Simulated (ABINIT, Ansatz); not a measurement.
**A GW chain in ABINIT: BaTiO3 (P4mm)**

How does a plane-wave GW calculation on BaTiO3 (P4mm) run from the first input to the gap?

Method: LDA and many-body steps on it, plane waves, in ABINIT 10.8.3.

The database entry behind the starting cell differs from later determinations by our own check (c/a about 0.6 % short), so it need not match the best structure at ambient conditions.

**1. Starting point**

It takes space group P4mm (No. 99, tetragonal). Conventional cell: a = 4.000 Å, b = 4.000 Å, c = 4.018 Å, α = 90.00°, β = 90.00°, γ = 90.00°. Nearest to Ba lie 12 O at 2.79 to 2.88 Å. Ti has 6 O at 1.89 to 2.13 Å nearest. Nearest to O lie 2 Ti at 1.89 to 2.13 Å and 4 Ba at 2.83 Å. O has 2 Ti at 2.00 Å and 4 Ba at 2.79 to 2.88 Å nearest. Farther neighbours and most contacts between anions are not listed.

The cell and positions come from the Crystallography Open Database and are kept as given unless a step says otherwise. Spin-orbit coupling is left out unless a step names it.

**2. Ground state**

This step: ABINIT 10.8.3; DFT, LDA, plane waves, norm-conserving pseudopotentials.

The ground-state density comes first.

Contents of run.abi:

```
acell 3*1.0 Angstrom
rprim 
  3.999800000000 0.000000000000 0.000000000000
  0.000000000000 3.999800000000 0.000000000000
  0.000000000000 0.000000000000 4.018000000000
ntypat 3
znucl 56 22 8
natom 5
typat 1 2 3 3 3
xred 
  0.000000000000 0.000000000000 0.000000000000
  0.500000000000 0.500000000000 0.490000000000
  0.500000000000 0.500000000000 0.019000000000
  0.500000000000 0.000000000000 0.517000000000
  0.000000000000 0.500000000000 0.517000000000
pp_dirpath "pseudos"
pseudos "Ba.upf, Ti.upf, O.upf"
ecut 38
ngkpt 6 6 6
nshiftk 1
shiftk 0 0 0
kptopt 1
chksymbreak 0
nband 26
occopt 1
tolvrs 1e-10
nstep 60
prtwf 0
optforces 0
optstress 0
indata_prefix "in"
outdata_prefix "out"
tmpdata_prefix "tmp"
```

Launch:

```
OMP_NUM_THREADS=1 mpirun -n 8 abinit run.abi > log
```

Numbers of over 12 decimals in the logs are rounded to 6 here.

Log:

```text
.Version 10.8.3 of ABINIT. v10.8.2 released Aug 2026.

 Symmetries : space group P4 m m (# 99); Bravais tP (primitive tetrag.)
================================================================================
 Values of the parameters that define the memory need of the present run
     intxc =       0    ionmov =       0      iscf =       7    lmnmax =       6
     lnmax =       6     mgfft =      45  mpssoang =       3    mqgrid =    3001
     natom =       5  nloc_mem =       1    nspden =       1   nspinor =       1
    nsppol =       1      nsym =       8    n1xccc =    2501    ntypat =       3
    occopt =       1   xclevel =       1
-    mband =          26        mffmem =           1         mkmem =           5
       mpw =        4870          nfft =       91125          nkpt =          40
================================================================================
  Rough estimation (10% accuracy) of disk space for files :
================================================================================

--------------------------------------------------------------------------------
------------- Echo of variables that govern the present computation ------------
--------------------------------------------------------------------------------
 -outvars: echo values of preprocessed input variables --------
            acell      1.8897261259E+00  1.8897261259E+00  1.8897261259E+00 Bohr

      chksymbreak           0
             ecut      3.80000000E+01 Hartree
-          fftalg         312

              ixc       -1012
              kpt      0.00000000E+00  0.00000000E+00  0.00000000E+00
                       1.66666667E-01  0.00000000E+00  0.00000000E+00
                       3.33333333E-01  0.00000000E+00  0.00000000E+00
                       5.00000000E-01  0.00000000E+00  0.00000000E+00
                       1.66666667E-01  1.66666667E-01  0.00000000E+00
                       3.33333333E-01  1.66666667E-01  0.00000000E+00
                       5.00000000E-01  1.66666667E-01  0.00000000E+00
                       3.33333333E-01  3.33333333E-01  0.00000000E+00
                       5.00000000E-01  3.33333333E-01  0.00000000E+00
   [... 29 further rows ...]
                       5.00000000E-01  3.33333333E-01  5.00000000E-01
                       5.00000000E-01  5.00000000E-01  5.00000000E-01
         kptrlatt        6    0    0      0    6    0      0    0    6
          kptrlen      4.53511594E+01
P           mkmem           5
            natom           5
            nband          26
            ngfft          45      45      45
             nkpt          40
            nstep          60
             nsym           8
           ntypat           3
              occ      2.000000  2.000000  2.000000  2.000000  2.000000  2.000000
                       2.000000  2.000000  2.000000  2.000000  2.000000  2.000000
                       2.000000  2.000000  2.000000  2.000000  2.000000  2.000000
                       2.000000  2.000000  0.000000  0.000000  0.000000  0.000000
                       0.000000  0.000000
        optforces           0
        optstress           0
            prtwf           0
            rprim      3.9998000000E+00  0.0000000000E+00  0.0000000000E+00
[...]
spgroup          99

           tolvrs      1.00000000E-10

             xred      0.0000000000E+00  0.0000000000E+00  0.0000000000E+00
[...]
znucl       56.00000   22.00000    8.00000

================================================================================

 chkinp: Checking input parameters for consistency.

================================================================================
== DATASET  1 ==================================================================
-   mpi_nproc: 8, omp_nthreads: 1 (-1 if OMP is not activated)

--- !DatasetInfo
iteration_state: {dtset: 1, }
dimensions: {natom: 5, nkpt: 40, mband: 26, nsppol: 1, nspinor: 1, nspden: 1, mpw: 4870, }
cutoff_energies: {ecut:  38.0, pawecutdg:  -1.0, }
electrons: {nelect:   4.00000000E+01, charge:   0.00000000E+00, occopt:   1.00000000E+00, tsmear:   1.00000000E-02, }

 Real(R)+Recip(G) space primitive vectors, cartesian coordinates (Bohr,Bohr^-1):
 R(1)=  7.5585266  0.0000000  0.0000000  G(1)=  0.1323009  0.0000000  0.0000000
 R(2)=  0.0000000  7.5585266  0.0000000  G(2)=  0.0000000  0.1323009  0.0000000
 R(3)=  0.0000000  0.0000000  7.5929196  G(3)=  0.0000000  0.0000000  0.1317016
 Unit cell volume ucvol=  4.3379355E+02 bohr^3
 Angles (23,13,12)=  9.00000000E+01  9.00000000E+01  9.00000000E+01 degrees

 getcut: wavevector=  0.0000  0.0000  0.0000  ngfft=  45  45  45
         ecut(hartree)=     38.000   => boxcut(ratio)=   2.08827

--- Pseudopotential description ------------------------------------------------
- Ba Generated using ONCVPSP code by D. R. Hamann
- 56.00000  10.00000  180309                  znucl, zion, pspdat
12 -1012 2 -1 1912                            pspcod,pspxc,lmax,lloc,mmax
     nproj     2     2     2
  pspatm : epsatm=   25.95172157
         --- l  ekb(1:nproj) -->
[...]
pspatm: atomic psp has been read  and splines computed

- Ti Generated using ONCVPSP code by D. R. Hamann
- 22.00000  12.00000  180309                  znucl, zion, pspdat
12 -1012 2 -1 1568                            pspcod,pspxc,lmax,lloc,mmax
     nproj     2     2     2
  pspatm : epsatm=   14.84363209
         --- l  ekb(1:nproj) -->
[...]
pspatm: atomic psp has been read  and splines computed

- O Generated using ONCVPSP code by D. R. Hamann
-  8.00000   6.00000  201201                  znucl, zion, pspdat
12 -1012 2 -1 926                             pspcod,pspxc,lmax,lloc,mmax
     nproj     2     2     1
  pspatm : epsatm=    6.27558587
         --- l  ekb(1:nproj) -->
[...]
2   -1.033686
 pspatm: atomic psp has been read  and splines computed

   2.38488445E+03                                ecore*ucvol(ha*bohr**3)
--------------------------------------------------------------------------------

_setup2: Arith. and geom. avg. npw (full set) are    4853.144    4853.130

================================================================================

--- !BeginCycle
iteration_state: {dtset: 1, }
solver: {iscf: 7, nstep: 60, nline: 4, wfoptalg: 0, }
tolerances: {tolvrs: 1.00E-10, }

     iter   Etot(hartree)      deltaE(h)  residm     vres2
 ETOT  1  -136.77484594279    -1.368E+02 9.573E-02 1.866E+03
 ETOT  2  -127.56597573393     9.209E+00 2.367E-01 3.452E+04
 ETOT  3  -137.30594444160    -9.740E+00 8.689E-02 5.168E+02
 ETOT  4  -137.32262049448    -1.668E-02 8.853E-02 3.446E+02
 ETOT  5  -137.37577749561    -5.316E-02 1.154E-02 9.580E+01
 ETOT  6  -137.39299104508    -1.721E-02 2.468E-02 1.364E+01
 ETOT  7  -137.39588015252    -2.889E-03 3.826E-02 1.627E-02
 ETOT  8  -137.39583434773     4.580E-05 5.368E-03 2.485E-01
 ETOT  9  -137.39588325127    -4.890E-05 5.246E-03 1.761E-02
 ETOT 10  -137.39588670807    -3.457E-06 4.714E-03 1.548E-03
 ETOT 11  -137.39588701645    -3.084E-07 8.880E-03 5.944E-05
 ETOT 12  -137.39588702860    -1.215E-08 2.274E-03 9.300E-08
 ETOT 13  -137.39588702861    -1.936E-11 1.271E-03 2.609E-08
 ETOT 14  -137.39588702862    -8.555E-12 1.198E-03 2.492E-10
 ETOT 15  -137.39588702863    -2.586E-12 3.987E-04 7.545E-12

 At SCF step   15       vres2   =  7.54E-12 < tolvrs=  1.00E-10 =>converged.

--- !ResultsGS
iteration_state: {dtset: 1, }
comment   : Summary of ground state results
lattice_vectors:
- [  7.5585266,   0.0000000,   0.0000000, ]
- [  0.0000000,   7.5585266,   0.0000000, ]
- [  0.0000000,   0.0000000,   7.5929196, ]
lattice_lengths: [   7.55853,    7.55853,    7.59292, ]
lattice_angles: [ 90.000,  90.000,  90.000, ] # degrees, (23, 13, 12)
lattice_volume:   4.3379355E+02
convergence: {deltae: -2.586E-12, res2:  7.545E-12, residm:  3.987E-04, diffor:  0.000E+00, }
etotal    :  -1.37395887E+02
entropy   :   0.00000000E+00
fermie    :   2.30683409E-01
cartesian_stress_tensor: null
pressure_GPa: null
xred      :
- [  0.0000E+00,   0.0000E+00,   0.0000E+00, Ba]
- [  5.0000E-01,   5.0000E-01,   4.9000E-01, Ti]
- [  5.0000E-01,   5.0000E-01,   1.9000E-02,  O]
- [  5.0000E-01,   0.0000E+00,   5.1700E-01,  O]
- [  0.0000E+00,   5.0000E-01,   5.1700E-01,  O]
cartesian_forces: null
force_length_stats: {min: null, max: null, mean: null, }

 Integrated electronic density in atomic spheres:
 ------------------------------------------------
 Atom  Sphere_radius  Integrated_density
[...]
================================================================================

 ----iterations are completed or convergence reached----

 Mean square residual over all n,k,spin=   40.087E-07; max=  39.869E-05
 reduced coordinates (array xred) for    5 atoms
       0.000000000000      0.000000000000      0.000000000000
       0.500000000000      0.500000000000      0.490000000000
       0.500000000000      0.500000000000      0.019000000000
       0.500000000000      0.000000000000      0.517000000000
       0.000000000000      0.500000000000      0.517000000000
 rms dE/dt=  0.0000E+00; max dE/dt=  0.0000E+00; dE/dt below (all hartree)
    1       0.000000000000      0.000000000000      0.000000000000
    2       0.000000000000      0.000000000000      0.000000000000
    3       0.000000000000      0.000000000000      0.000000000000
    4       0.000000000000      0.000000000000      0.000000000000
    5       0.000000000000      0.000000000000      0.000000000000

 cartesian coordinates (angstrom) at end:
    1      0.000000     0.000000     0.000000
    2      1.999900     1.999900     1.968820
    3      1.999900     1.999900     0.076342
    4      1.999900     0.000000     2.077306
    5      0.000000     1.999900     2.077306
 length scales=  1.889726125908  1.889726125908  1.889726125908 bohr
              =  1.000000000000  1.000000000000  1.000000000000 angstroms
 prteigrs : about to open file out_EIG
 Fermi (or HOMO) energy (hartree) =   0.23068   Average Vxc (hartree)=  -0.43855
 Eigenvalues (hartree) for nkpt=  40  k points:
 kpt#   1, nband= 26, wtk=  0.00463, kpt=  0.0000  0.0000  0.0000 (reduced coord)
  -1.82430   -0.96373   -0.96260   -0.96260   -0.67865   -0.37784   -0.35256   -0.35051
  -0.13235   -0.13235   -0.13228    0.14471    0.14509    0.14509    0.18471    0.18471
   0.18810    0.22010    0.22036    0.22036    0.29471    0.30277    0.30277    0.38078
   0.38425    0.41170
 prteigrs : prtvol=0 or 1, do not print more k-points.

--- !EnergyTerms
iteration_state     : {dtset: 1, }
comment             : Components of total free energy in Hartree
kinetic             :  6.25608111893316E+01
hartree             :  2.96536845409074E+01
xc                  : -2.77225556008937E+01
Ewald energy        : -1.03499980157244E+02
psp_core            :  5.49774073633474E+00
local_psp           : -1.00086460795080E+02
non_local_psp       : -3.79912694198237E+00
total_energy        : -1.37395887028626E+02
total_energy_eV     : -3.73873255054510E+03
band_energy         : -1.09693036246786E+01

== END DATASET(S) ==============================================================
================================================================================

 -outvars: echo values of variables after computation  --------
           etotal     -1.3739588703E+02
            nband          26
             nkpt          40
          spgroup          99
 [... the other variables as echoed above ...]

 Calculation completed.
```

Wall time 37 s (8 MPI ranks of Arm Neoverse V2, shared host); peak memory 0.68 GiB; 5 min of CPU time.

This step gave:

```
total energy               : -3738.7326 eV
gap                        : 1.742 eV
k of the valence top       : 0.5, 0.5, 0.5
k of the conduction bottom : 0, 0, 0
least direct gap           : 2.023 eV
```

The gap is indirect, with the least direct gap 0.28 eV higher.

**3. Empty states on the mesh, 4×4×4 mesh, 83 bands**

The sums over transitions need many empty states on a uniform mesh; this step solves for them.

run.abi, as its differences from that of step 2:

```diff
@@ -18,3 +18,3 @@
 ecut 38
-ngkpt 6 6 6
+ngkpt 4 4 4
 nshiftk 1
@@ -23,9 +23,10 @@
 chksymbreak 0
-nband 26
-occopt 1
-tolvrs 1e-10
+iscf -2
+irdden 1
+istwfk *1
+nband 83
+nbdbuf 6
+tolwfr 1e-09
 nstep 60
-prtwf 0
-optforces 0
-optstress 0
+prtvol 0
 indata_prefix "in"
```

Log:

```text
.Version 10.8.3 of ABINIT. v10.8.2 released Aug 2026.

 Symmetries : space group P4 m m (# 99); Bravais tP (primitive tetrag.)
[... echo of the input left out ...]
== DATASET  1 ==================================================================
-   mpi_nproc: 8, omp_nthreads: 1 (-1 if OMP is not activated)

--- !DatasetInfo
iteration_state: {dtset: 1, }
dimensions: {natom: 5, nkpt: 18, mband: 83, nsppol: 1, nspinor: 1, nspden: 1, mpw: 4929, }
cutoff_energies: {ecut:  38.0, pawecutdg:  -1.0, }
electrons: {nelect:   4.00000000E+01, charge:   0.00000000E+00, occopt:   1.00000000E+00, tsmear:   1.00000000E-02, }

 Real(R)+Recip(G) space primitive vectors, cartesian coordinates (Bohr,Bohr^-1):
 R(1)=  7.5585266  0.0000000  0.0000000  G(1)=  0.1323009  0.0000000  0.0000000
 R(2)=  0.0000000  7.5585266  0.0000000  G(2)=  0.0000000  0.1323009  0.0000000
 R(3)=  0.0000000  0.0000000  7.5929196  G(3)=  0.0000000  0.0000000  0.1317016
 Unit cell volume ucvol=  4.3379355E+02 bohr^3
 Angles (23,13,12)=  9.00000000E+01  9.00000000E+01  9.00000000E+01 degrees

 getcut: wavevector=  0.0000  0.0000  0.0000  ngfft=  45  45  45
         ecut(hartree)=     38.000   => boxcut(ratio)=   2.08827

--- Pseudopotential description ------------------------------------------------
- Ba Generated using ONCVPSP code by D. R. Hamann
- 56.00000  10.00000  180309                  znucl, zion, pspdat
12 -1012 2 -1 1912                            pspcod,pspxc,lmax,lloc,mmax
     nproj     2     2     2
  pspatm : epsatm=   25.95172157
         --- l  ekb(1:nproj) -->
             0    6.668455    0.685657
             1    5.046948    0.410312
             2    2.551809    0.419281
 pspatm: atomic psp has been read  and splines computed

- Ti Generated using ONCVPSP code by D. R. Hamann
- 22.00000  12.00000  180309                  znucl, zion, pspdat
12 -1012 2 -1 1568                            pspcod,pspxc,lmax,lloc,mmax
     nproj     2     2     2
  pspatm : epsatm=   14.84363209
         --- l  ekb(1:nproj) -->
[...]
pspatm: atomic psp has been read  and splines computed

- O Generated using ONCVPSP code by D. R. Hamann
-  8.00000   6.00000  201201                  znucl, zion, pspdat
12 -1012 2 -1 926                             pspcod,pspxc,lmax,lloc,mmax
     nproj     2     2     1
  pspatm : epsatm=    6.27558587
         --- l  ekb(1:nproj) -->
[...]
2   -1.033686
 pspatm: atomic psp has been read  and splines computed

--------------------------------------------------------------------------------

================================================================================
 prteigrs : about to open file out_EIG
 Non-SCF case, kpt    1 (  0.00000  0.00000  0.00000), residuals and eigenvalues=
  1.66E-10  5.81E-10  3.18E-10  5.08E-10  1.94E-10  2.61E-10  2.29E-10  2.38E-10
  3.80E-10  8.04E-10  1.51E-10  9.13E-10  1.24E-10  5.52E-10  1.12E-10  2.36E-10
  1.96E-10  7.77E-10  2.63E-10  9.96E-10  8.44E-10  4.08E-10  4.80E-10  7.90E-10
[...]
-1.8243E+00 -9.6373E-01 -9.6260E-01 -9.6260E-01 -6.7865E-01 -3.7784E-01
 -3.5256E-01 -3.5051E-01 -1.3235E-01 -1.3235E-01 -1.3228E-01  1.4471E-01
  1.4509E-01  1.4509E-01  1.8471E-01  1.8471E-01  1.8810E-01  2.2010E-01
[...]
1.6176E+00  1.6180E+00  1.6180E+00  1.7422E+00  1.7980E+00  1.8099E+00
  1.8099E+00  1.8130E+00  1.8291E+00  1.8291E+00  1.8473E+00  1.8601E+00
  1.8643E+00  1.8643E+00  1.8693E+00  1.9039E+00  1.9142E+00
 prteigrs : prtvol=0 or 1, do not print more k-points.

--- !ResultsGS
iteration_state: {dtset: 1, }
comment   : Summary of ground state results
lattice_vectors:
- [  7.5585266,   0.0000000,   0.0000000, ]
- [  0.0000000,   7.5585266,   0.0000000, ]
- [  0.0000000,   0.0000000,   7.5929196, ]
lattice_lengths: [   7.55853,    7.55853,    7.59292, ]
lattice_angles: [ 90.000,  90.000,  90.000, ] # degrees, (23, 13, 12)
lattice_volume:   4.3379355E+02
convergence: {deltae:  0.000E+00, res2:  0.000E+00, residm:  9.985E-10, diffor:  0.000E+00, }
etotal    :  -1.37395887E+02
entropy   :   0.00000000E+00
fermie    :   2.30683409E-01
cartesian_stress_tensor: null
pressure_GPa: null
xred      :
- [  0.0000E+00,   0.0000E+00,   0.0000E+00, Ba]
- [  5.0000E-01,   5.0000E-01,   4.9000E-01, Ti]
- [  5.0000E-01,   5.0000E-01,   1.9000E-02,  O]
- [  5.0000E-01,   0.0000E+00,   5.1700E-01,  O]
- [  0.0000E+00,   5.0000E-01,   5.1700E-01,  O]
cartesian_forces: null
force_length_stats: {min: null, max: null, mean: null, }

 Integrated electronic density in atomic spheres:
 ------------------------------------------------
 Atom  Sphere_radius  Integrated_density
[...]
================================================================================

 ----iterations are completed or convergence reached----

 Mean square residual over all n,k,spin=   46.655E-11; max=  99.847E-11
 reduced coordinates (array xred) for    5 atoms
[...]
0.000000000000      0.500000000000      0.517000000000

 cartesian coordinates (angstrom) at end:
    1      0.000000     0.000000     0.000000
    2      1.999900     1.999900     1.968820
    3      1.999900     1.999900     0.076342
    4      1.999900     0.000000     2.077306
    5      0.000000     1.999900     2.077306
 length scales=  1.889726125908  1.889726125908  1.889726125908 bohr
              =  1.000000000000  1.000000000000  1.000000000000 angstroms
 prteigrs : about to open file out_EIG
 Eigenvalues (hartree) for nkpt=  18  k points:
 kpt#   1, nband= 83, wtk=  0.01563, kpt=  0.0000  0.0000  0.0000 (reduced coord)
[...]
1.57320    1.60097    1.61759    1.61801    1.61801    1.74216    1.79804    1.80991
   1.80991    1.81298    1.82908    1.82908    1.84730    1.86008    1.86429    1.86429
   1.86929    1.90389    1.91417
 prteigrs : prtvol=0 or 1, do not print more k-points.

== END DATASET(S) ==============================================================
================================================================================

 -outvars: echo values of variables after computation  --------
            nband          83
             nkpt          18
          spgroup          99
 [... the other variables as echoed above ...]

 Calculation completed.
```

It took 34 s on 8 MPI ranks; peak memory 0.64 GiB.

This step gave:

| Quantity | Value |
| --- | --- |
| gap | 1.742 eV |
| k of the valence top | 0.5, 0.5, 0.5 |
| k of the conduction bottom | 0, 0, 0 |
| least direct gap | 2.023 eV |
| k points computed | 18 |
| lowest point of the top converged band, above the valence top | 43.28 eV |

On this mesh the gap is 1.742 eV.

(Part 1 of 2 ends here.)

[Paths, hosts, dates, memory and timing lines, banners, echoed tables and standing remarks are left out of the program output.]

[Logs are printed without paths, hosts, clocks, repeated set-up lines and the standing remarks that a program may print on its own settings, such as how far it seeks lower states.]

[Runs of the session that timed out or met a known fault of the program may be left out.]

[Hosts, paths, dates, database ids (printed as entryN), source tags and the programs' standing remarks are cut or masked in the printed files.]

[G0W0 gaps are taken among the corrected bands and points alone; a level outside them can change the order at an edge.]

[Where Ansatz stands beside ABINIT at settings called matched, ABINIT's density can come from a denser mesh and the files from another edition; pairs whose starting gaps differed by over 0.03 eV were left out, so agreement reads better than it is.]
